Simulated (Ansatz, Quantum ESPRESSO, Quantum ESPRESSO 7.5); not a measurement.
## From contact to tunnelling: vacuum gaps between two Ir(100) faces

Wanted: T at the Fermi level along a series, and its decay constant, for vacuum gaps between two Ir(100) faces.

Calculated with Quantum ESPRESSO 7.5; plane-wave DFT, LDA, GBRV ultrasoft pseudopotentials (cross-check by Ansatz 0.2.0 with PAW datasets).

Most raw output is cut from this account.

## Step 1: The structure

The cell holds 16 atoms: 16 Ir. Cell: a = 2.737 Å, b = 2.737 Å, c = 33.025 Å, α = 90.0°, β = 90.0°, γ = 90.0°. It derives from Ir. Regions: left lead, 8 atoms (8 Ir); right lead, 8 atoms (8 Ir). The structure is stacked along c, and the current runs across the ab planes.

## Step 2: Self-consistent run, 4 Å

One periodic cell holds a stretch of lead, the junction and more lead; the atoms stay as built.

The input, j0.scf.in:

```
&control
  prefix = 'j0.scf'
  outdir = './out'
  pseudo_dir = './pseudo'
  calculation = 'scf'
  tprnfor = .true.
/
&system
  ibrav = 0
  nat = 16
  ntyp = 1
  ecutwfc = 40
  ecutrho = 200
  occupations = 'smearing'
  smearing = 'mv'
  degauss = 0.01
/
&electrons
  conv_thr = 1e-07
  mixing_beta = 0.25
  electron_maxstep = 120
  mixing_mode = 'local-TF'
/
ATOMIC_SPECIES
  Ir  192.2170  ir_lda_v1.2.uspp.F.UPF
CELL_PARAMETERS angstrom
  2.73650324319194 0.00000000000000 0.00000000000000
  0.00000000000000 2.73650324319194 0.00000000000000
  0.00000000000000 0.00000000000000 33.02500000000000
ATOMIC_POSITIONS crystal
  Ir  0.000000000000 0.000000000000 0.000000000000
  Ir  0.500000000000 0.500000000000 0.058591975776
  Ir  0.000000000000 0.000000000000 0.117183951552
  Ir  0.500000000000 0.500000000000 0.175775927328
  Ir  0.000000000000 0.000000000000 0.234367903104
  Ir  0.500000000000 0.500000000000 0.292959878880
  Ir  0.000000000000 0.000000000000 0.351551854656
  Ir  0.500000000000 0.500000000000 0.410143830431
  Ir  0.000000000000 0.000000000000 0.531264193793
  Ir  0.500000000000 0.500000000000 0.589856169569
  Ir  0.000000000000 0.000000000000 0.648448145344
  Ir  0.500000000000 0.500000000000 0.707040121120
  Ir  0.000000000000 0.000000000000 0.765632096896
  Ir  0.500000000000 0.500000000000 0.824224072672
  Ir  0.000000000000 0.000000000000 0.882816048448
  Ir  0.500000000000 0.500000000000 0.941408024224
K_POINTS automatic
  9 9 1 0 0 0
```

Command:

```
$ OMP_NUM_THREADS=1 mpirun -n 4 pw.x -nk 4 -in j0.scf.in > j0.scf.out
```

It took 3.2 min on 4 MPI ranks of Arm Neoverse V1, shared host; peak memory 1.1 GiB.

This step gave:

- free energy: -39590.9657 eV
- Fermi energy: 21.90 eV

The run needed 13 iterations to bring the estimated error under 1e-07 Ry; the largest force on any atom, held or free, is 1.36 eV/Å.

## Step 3: Transmission with pwcond.x, 4 Å

prefixt takes both regions from one run: the lead from 0 to bdl, the scattering region from bdl to bds (units of alat). ikind = 1 puts the same lead on both sides. The program's T_tot counts both spins in a run without spin; the tables below give T per spin.

The input, j0.cond.in:

```
&inputcond
  outdir = './out'
  prefixt = 'j0.scf'
  tran_file = 'j0.cond.dat'
  bdl = 2.8284271247
  bds = 12.0683211621
  ikind = 1
  ewind = 4.0
  epsproj = 1e-05
  nz1 = 7
  energy0 = 0.4
  denergy = -0.4
/
15
  0.00000000 0.00000000 0.01562500
  0.00000000 0.12500000 0.06250000
  0.00000000 0.25000000 0.06250000
  0.00000000 0.37500000 0.06250000
  0.00000000 0.50000000 0.03125000
  0.12500000 0.12500000 0.06250000
  0.12500000 0.25000000 0.12500000
  0.12500000 0.37500000 0.12500000
  0.12500000 0.50000000 0.06250000
  0.25000000 0.25000000 0.06250000
  0.25000000 0.37500000 0.12500000
  0.25000000 0.50000000 0.06250000
  0.37500000 0.37500000 0.06250000
  0.37500000 0.50000000 0.06250000
  0.50000000 0.50000000 0.01562500
3
```

Command:

```
$ OMP_NUM_THREADS=1 mpirun -n 4 pwcond.x -in j0.cond.in > j0.cond.out
```

Elapsed: 79 s, on 4 MPI ranks; peak memory 0.26 GiB; 5.3 min of CPU time.

This step gave:

```
lead channels at the Fermi level, one spin : 2.188
transmission at the Fermi level, one spin  : 0.3525
conductance                                : 0.3525 G₀
```

Per spin; mean over the k mesh across the current. Table of open channels, zone mean by energy, zero at the Fermi level:

```tsv
energy (eV)	open channels, zone mean
-0.400	1.81
0.000	2.19
0.400	2
```

Per spin; mean over the k mesh across the current. The transmission, zone mean by energy, zero at the Fermi level:

```tsv
energy (eV)	transmission, zone mean
-0.400	0.509
0.000	0.352
0.400	0.290
```

At 0.000 eV; k in fractions of b1, b2. Transmission by k point:

```tsv
k1	k2	weight	t	channels
0	0	0.01562	0.8785	4
0	0.125	0.0625	1	3
0	0.25	0.0625	0.6378	2
0	0.375	0.0625	8.59e-4	2
0	0.5	0.03125	4.83e-4	2
0.125	0.125	0.0625	0.02769	2
0.125	0.25	0.125	0.7079	2
0.125	0.375	0.125	0.2361	3
0.125	0.5	0.0625	0.3402	2
0.25	0.25	0.0625	0.793	2
0.25	0.375	0.125	0.1279	3
0.25	0.5	0.0625	0	0
0.375	0.375	0.0625	0.07533	1
0.375	0.5	0.0625	0.3872	2
0.5	0.5	0.01562	0.05472	4
```

The run is unpolarised; a magnetic state was not tried, may lie lower and would change T.

## Step 4: Cross-check with Ansatz, 4 Å

A second code with its own PAW datasets, on the same atoms.

Level of this step: plane-wave DFT, LDA, Ansatz PAW (Ansatz 0.2.0).

The input, input.yaml:

```yaml
crystal:
  lattice:
    - [2.7365032432, 0.0, 0.0]
    - [0.0, 2.7365032432, 0.0]
    - [0.0, 0.0, 33.025]
  atoms:
    - { symbol: Ir, position: [0.0, 0.0, 0.0] }
    - { symbol: Ir, position: [0.5, 0.5, 0.0585919758] }
    - { symbol: Ir, position: [0.0, 0.0, 0.1171839516] }
    - { symbol: Ir, position: [0.5, 0.5, 0.1757759273] }
    - { symbol: Ir, position: [0.0, 0.0, 0.2343679031] }
    - { symbol: Ir, position: [0.5, 0.5, 0.2929598789] }
    - { symbol: Ir, position: [0.0, 0.0, 0.3515518547] }
    - { symbol: Ir, position: [0.5, 0.5, 0.4101438304] }
    - { symbol: Ir, position: [0.0, 0.0, 0.5312641938] }
    - { symbol: Ir, position: [0.5, 0.5, 0.5898561696] }
    - { symbol: Ir, position: [0.0, 0.0, 0.6484481453] }
    - { symbol: Ir, position: [0.5, 0.5, 0.7070401211] }
    - { symbol: Ir, position: [0.0, 0.0, 0.7656320969] }
    - { symbol: Ir, position: [0.5, 0.5, 0.8242240727] }
    - { symbol: Ir, position: [0.0, 0.0, 0.8828160484] }
    - { symbol: Ir, position: [0.5, 0.5, 0.9414080242] }
kpoints:
  mp_grid: { grid: [9, 9, 1] }
hamiltonian:
  xc: lda
scf:
  occupations: { method: fermi_dirac, width: 0.1 }
  convergence: { dr2_threshold: 1.0e-08 }
output:
  transmission: { leads: [[0, 2]], e_range: [-0.4, 0.4], de: 0.4, kmesh: [8, 8] }
  write_potential: true
  write_density: true
  volumetric_format: npy
```

Command:

```
$ ansatz run input.yaml --threads 4 --pin off --max-ram 16384MiB --backend cpu --events-out ev --progress --plain --runs-dir out
```

The job ended after 23 s (4 threads; peak memory 1.2 GiB; 76 s of CPU time).

Numbers from this step:

| Item | Value |
| --- | --- |
| free energy | -186610.8393 eV |
| energy at zero smearing | -186610.5812 eV |
| smearing term TS | 0.5161 eV |
| Fermi energy | 22.70 eV |
| symmetry operations | 16 |
| transmission at the Fermi level, one spin | 0.3575 |
| step of the lead's Hamiltonian over a period | 5.9 meV |

Per spin; mean over the k mesh across the current. The transmission, zone mean by energy, zero at the Fermi level:

```tsv
energy (eV)	transmission, zone mean
-0.400	0.508
0.000	0.358
0.400	0.368
```

Per spin; mean over the k mesh across the current. Table of open channels, zone mean by energy, zero at the Fermi level:

```tsv
energy (eV)	open channels, zone mean
-0.400	1.81
0.000	2.19
0.400	2
```

Ansatz finds T = 0.358 against pwcond's 0.352.

## Step 5: Self-consistent run, 5 Å

Level of this step: plane-wave DFT, LDA, GBRV ultrasoft pseudopotentials (Quantum ESPRESSO 7.5).

The input, j1.scf.in:

```
&control
  prefix = 'j1.scf'
  outdir = './out'
  pseudo_dir = './pseudo'
  calculation = 'scf'
  tprnfor = .true.
/
&system
  ibrav = 0
  nat = 16
  ntyp = 1
  ecutwfc = 40
  ecutrho = 200
  occupations = 'smearing'
  smearing = 'mv'
  degauss = 0.01
/
&electrons
  conv_thr = 1e-07
  mixing_beta = 0.25
  electron_maxstep = 120
  mixing_mode = 'local-TF'
/
ATOMIC_SPECIES
  Ir  192.2170  ir_lda_v1.2.uspp.F.UPF
CELL_PARAMETERS angstrom
  2.73650324319194 0.00000000000000 0.00000000000000
  0.00000000000000 2.73650324319194 0.00000000000000
  0.00000000000000 0.00000000000000 34.02500000000000
ATOMIC_POSITIONS crystal
  Ir  0.000000000000 0.000000000000 0.000000000000
  Ir  0.500000000000 0.500000000000 0.056869948567
  Ir  0.000000000000 0.000000000000 0.113739897134
  Ir  0.500000000000 0.500000000000 0.170609845702
  Ir  0.000000000000 0.000000000000 0.227479794269
  Ir  0.500000000000 0.500000000000 0.284349742836
  Ir  0.000000000000 0.000000000000 0.341219691403
  Ir  0.500000000000 0.500000000000 0.398089639971
  Ir  0.000000000000 0.000000000000 0.545040411462
  Ir  0.500000000000 0.500000000000 0.601910360029
  Ir  0.000000000000 0.000000000000 0.658780308597
  Ir  0.500000000000 0.500000000000 0.715650257164
  Ir  0.000000000000 0.000000000000 0.772520205731
  Ir  0.500000000000 0.500000000000 0.829390154298
  Ir  0.000000000000 0.000000000000 0.886260102866
  Ir  0.500000000000 0.500000000000 0.943130051433
K_POINTS automatic
  9 9 1 0 0 0
```

Command:

```
$ OMP_NUM_THREADS=1 mpirun -n 4 pw.x -nk 4 -in j1.scf.in > j1.scf.out
```

Wall time 3.6 min (4 MPI ranks); peak memory 1.2 GiB; 15 min of CPU time.

Read from the output:

* free energy: -39590.7189 eV
* Fermi energy: 21.08 eV

## Step 6: Transmission with pwcond.x, 5 Å

j1.cond.in, as its differences from the input of step 3:

```diff
@@ -2,6 +2,6 @@
   outdir = './out'
-  prefixt = 'j0.scf'
-  tran_file = 'j0.cond.dat'
+  prefixt = 'j1.scf'
+  tran_file = 'j1.cond.dat'
   bdl = 2.8284271247
-  bds = 12.0683211621
+  bds = 12.4337510232
   ikind = 1
```

Command:

```
$ OMP_NUM_THREADS=1 mpirun -n 4 pwcond.x -in j1.cond.in > j1.cond.out
```

Elapsed: 84 s, on 4 MPI ranks; peak memory 0.26 GiB; 5.6 min of CPU time.

Read from the output:

| Item | Value |
| --- | --- |
| transmission at the Fermi level, one spin | 0.08917 |
| conductance | 0.08917 G₀ |

Per spin; mean over the k mesh across the current. Transmission, zone mean against energy, zero at the Fermi level:

```tsv
energy (eV)	transmission, zone mean
-0.400	0.167
0.000	0.0892
0.400	0.153
```

The run is unpolarised; a magnetic state was not tried, may lie lower and would change T.

T goes from 0.352 to 0.0892, a factor of 4.0.

## Step 7: Cross-check with Ansatz, 5 Å

Level of this step: plane-wave DFT, LDA, Ansatz PAW (Ansatz 0.2.0).

The input, input.yaml:

```yaml
crystal:
  lattice:
    - [2.7365032432, 0.0, 0.0]
    - [0.0, 2.7365032432, 0.0]
    - [0.0, 0.0, 34.025]
  atoms:
    - { symbol: Ir, position: [0.0, 0.0, 0.0] }
    - { symbol: Ir, position: [0.5, 0.5, 0.0568699486] }
    - { symbol: Ir, position: [0.0, 0.0, 0.1137398971] }
    - { symbol: Ir, position: [0.5, 0.5, 0.1706098457] }
    - { symbol: Ir, position: [0.0, 0.0, 0.2274797943] }
    - { symbol: Ir, position: [0.5, 0.5, 0.2843497428] }
    - { symbol: Ir, position: [0.0, 0.0, 0.3412196914] }
    - { symbol: Ir, position: [0.5, 0.5, 0.39808964] }
    - { symbol: Ir, position: [0.0, 0.0, 0.5450404115] }
    - { symbol: Ir, position: [0.5, 0.5, 0.60191036] }
    - { symbol: Ir, position: [0.0, 0.0, 0.6587803086] }
    - { symbol: Ir, position: [0.5, 0.5, 0.7156502572] }
    - { symbol: Ir, position: [0.0, 0.0, 0.7725202057] }
    - { symbol: Ir, position: [0.5, 0.5, 0.8293901543] }
    - { symbol: Ir, position: [0.0, 0.0, 0.8862601029] }
    - { symbol: Ir, position: [0.5, 0.5, 0.9431300514] }
kpoints:
  mp_grid: { grid: [9, 9, 1] }
hamiltonian:
  xc: lda
scf:
  occupations: { method: fermi_dirac, width: 0.1 }
  convergence: { dr2_threshold: 1.0e-08 }
output:
  transmission: { leads: [[0, 2]], e_range: [-0.4, 0.4], de: 0.4, kmesh: [8, 8] }
  write_potential: true
  write_density: true
  volumetric_format: npy
  elf: true
```

Command:

```
$ ansatz run input.yaml --threads 4 --pin off --max-ram 16384MiB --backend cpu --events-out ev --progress --plain --runs-dir out
```

Run time: 23 s. Hardware: 4 threads; peak memory 1.2 GiB.

Numbers from this step:

| Property | Result |
| --- | --- |
| free energy | -186610.6021 eV |
| energy at zero smearing | -186610.3388 eV |
| smearing term TS | 0.5266 eV |
| Fermi energy | 21.86 eV |
| transmission at the Fermi level, one spin | 0.1288 |
| step of the lead's Hamiltonian over a period | 6.1 meV |

Per spin; mean over the k mesh across the current. Transmission, zone mean against energy, zero at the Fermi level:

```tsv
energy (eV)	transmission, zone mean
-0.400	0.178
0.000	0.129
0.400	0.0560
```

Ansatz finds T = 0.129 against pwcond's 0.0892.

## Step 8: Ground state, 6 Å

Level of this step: plane-wave DFT, LDA, GBRV ultrasoft pseudopotentials (Quantum ESPRESSO 7.5).

The input, j2.scf.in:

```
&control
  prefix = 'j2.scf'
  outdir = './out'
  pseudo_dir = './pseudo'
  calculation = 'scf'
  tprnfor = .true.
/
&system
  ibrav = 0
  nat = 16
  ntyp = 1
  ecutwfc = 40
  ecutrho = 200
  occupations = 'smearing'
  smearing = 'mv'
  degauss = 0.01
/
&electrons
  conv_thr = 1e-07
  mixing_beta = 0.25
  electron_maxstep = 120
  mixing_mode = 'local-TF'
/
ATOMIC_SPECIES
  Ir  192.2170  ir_lda_v1.2.uspp.F.UPF
CELL_PARAMETERS angstrom
  2.73650324319194 0.00000000000000 0.00000000000000
  0.00000000000000 2.73650324319194 0.00000000000000
  0.00000000000000 0.00000000000000 35.02500000000000
ATOMIC_POSITIONS crystal
  Ir  0.000000000000 0.000000000000 0.000000000000
  Ir  0.500000000000 0.500000000000 0.055246252677
  Ir  0.000000000000 0.000000000000 0.110492505353
  Ir  0.500000000000 0.500000000000 0.165738758030
  Ir  0.000000000000 0.000000000000 0.220985010707
  Ir  0.500000000000 0.500000000000 0.276231263383
  Ir  0.000000000000 0.000000000000 0.331477516060
  Ir  0.500000000000 0.500000000000 0.386723768737
  Ir  0.000000000000 0.000000000000 0.558029978587
  Ir  0.500000000000 0.500000000000 0.613276231263
  Ir  0.000000000000 0.000000000000 0.668522483940
  Ir  0.500000000000 0.500000000000 0.723768736617
  Ir  0.000000000000 0.000000000000 0.779014989293
  Ir  0.500000000000 0.500000000000 0.834261241970
  Ir  0.000000000000 0.000000000000 0.889507494647
  Ir  0.500000000000 0.500000000000 0.944753747323
K_POINTS automatic
  9 9 1 0 0 0
```

Command:

```
$ OMP_NUM_THREADS=1 mpirun -n 4 pw.x -nk 4 -in j2.scf.in > j2.scf.out
```

The job ended after 3.6 min (4 MPI ranks; peak memory 1.2 GiB; 14 min of CPU time).

This step gave:

```
free energy  : -39590.6724 eV
Fermi energy : 20.32 eV
```

## Step 9: The open system, 6 Å

j2.cond.in, as its differences from the input of step 6:

```diff
@@ -2,6 +2,6 @@
   outdir = './out'
-  prefixt = 'j1.scf'
-  tran_file = 'j1.cond.dat'
+  prefixt = 'j2.scf'
+  tran_file = 'j2.cond.dat'
   bdl = 2.8284271247
-  bds = 12.4337510232
+  bds = 12.7991808843
   ikind = 1
```

Command:

```
$ OMP_NUM_THREADS=1 mpirun -n 4 pwcond.x -in j2.cond.in > j2.cond.out
```

The job ended after 80 s (4 MPI ranks; peak memory 0.26 GiB).

Read from the output:

```
transmission at the Fermi level, one spin : 0.007962
conductance                               : 0.007962 G₀
```

Per spin; mean over the k mesh across the current. The transmission, zone mean by energy, zero at the Fermi level:

```tsv
energy (eV)	transmission, zone mean
-0.400	0.0218
0.000	0.00796
0.400	0.0109
```

At 0.000 eV; k in fractions of b1, b2. Transmission by k point:

```tsv
k1	k2	weight	t	channels
0	0	0.01562	0.05118	4
0	0.125	0.0625	0.04523	3
0	0.25	0.0625	0.01265	2
0	0.375	0.0625	5.00e-8	2
0	0.5	0.03125	0	2
0.125	0.125	0.0625	0.009548	2
0.125	0.25	0.125	0.01374	2
0.125	0.375	0.125	0.001803	3
0.125	0.5	0.0625	0.001083	2
0.25	0.25	0.0625	0.01309	2
0.25	0.375	0.125	6.32e-4	3
0.25	0.5	0.0625	0	0
0.375	0.375	0.0625	5.13e-5	1
0.375	0.5	0.0625	5.92e-4	2
0.5	0.5	0.01562	3.30e-5	4
```

The run is unpolarised; a magnetic state was not tried, may lie lower and would change T.

T goes from 0.0892 to 0.00796, a factor of 11.

## Step 10: Cross-check with Ansatz, 6 Å

Level of this step: plane-wave DFT, LDA, Ansatz PAW (Ansatz 0.2.0).

input.yaml, the sections that differ from step 7:

```yaml
crystal:
  lattice:
    - [2.7365032432, 0.0, 0.0]
    - [0.0, 2.7365032432, 0.0]
    - [0.0, 0.0, 35.025]
  atoms:
    - { symbol: Ir, position: [0.0, 0.0, 0.0] }
    - { symbol: Ir, position: [0.5, 0.5, 0.0552462527] }
    - { symbol: Ir, position: [0.0, 0.0, 0.1104925054] }
    - { symbol: Ir, position: [0.5, 0.5, 0.165738758] }
    - { symbol: Ir, position: [0.0, 0.0, 0.2209850107] }
    - { symbol: Ir, position: [0.5, 0.5, 0.2762312634] }
    - { symbol: Ir, position: [0.0, 0.0, 0.3314775161] }
    - { symbol: Ir, position: [0.5, 0.5, 0.3867237687] }
    - { symbol: Ir, position: [0.0, 0.0, 0.5580299786] }
    - { symbol: Ir, position: [0.5, 0.5, 0.6132762313] }
    - { symbol: Ir, position: [0.0, 0.0, 0.6685224839] }
    - { symbol: Ir, position: [0.5, 0.5, 0.7237687366] }
    - { symbol: Ir, position: [0.0, 0.0, 0.7790149893] }
    - { symbol: Ir, position: [0.5, 0.5, 0.834261242] }
    - { symbol: Ir, position: [0.0, 0.0, 0.8895074946] }
    - { symbol: Ir, position: [0.5, 0.5, 0.9447537473] }
# kpoints, hamiltonian, scf, output: as in step 7
```

Command:

```
$ ansatz run input.yaml --threads 4 --pin off --max-ram 16384MiB --backend cpu --events-out ev --progress --plain --runs-dir out
```

Run time: 21 s. Hardware: 4 threads; peak memory 1.2 GiB; 75 s of CPU time.

Read from the output:

- free energy: -186610.5591 eV
- energy at zero smearing: -186610.2944 eV
- smearing term TS: 0.5294 eV
- Fermi energy: 21.07 eV
- transmission at the Fermi level, one spin: 0.009960

Per spin; mean over the k mesh across the current. Transmission, zone mean against energy, zero at the Fermi level:

```tsv
energy (eV)	transmission, zone mean
-0.400	0.0236
0.000	0.00996
0.400	0.00721
```

Ansatz finds T = 0.00996 against pwcond's 0.00796.

(Part 1 of 2 ends here.)

[Logs are printed without paths, hosts, clocks, repeated set-up lines and the standing remarks that a program may print on its own settings, such as how far it seeks lower states.]

[Hosts, paths, dates, database ids (printed as entryN), source tags and the programs' standing remarks are cut or masked in the printed files.]

[Maps of the electrostatic potential energy from Ansatz leave out the sawtooth potential of an applied field or a dipole correction, so their vacuum need not be flat; planar profiles and work functions include it.]
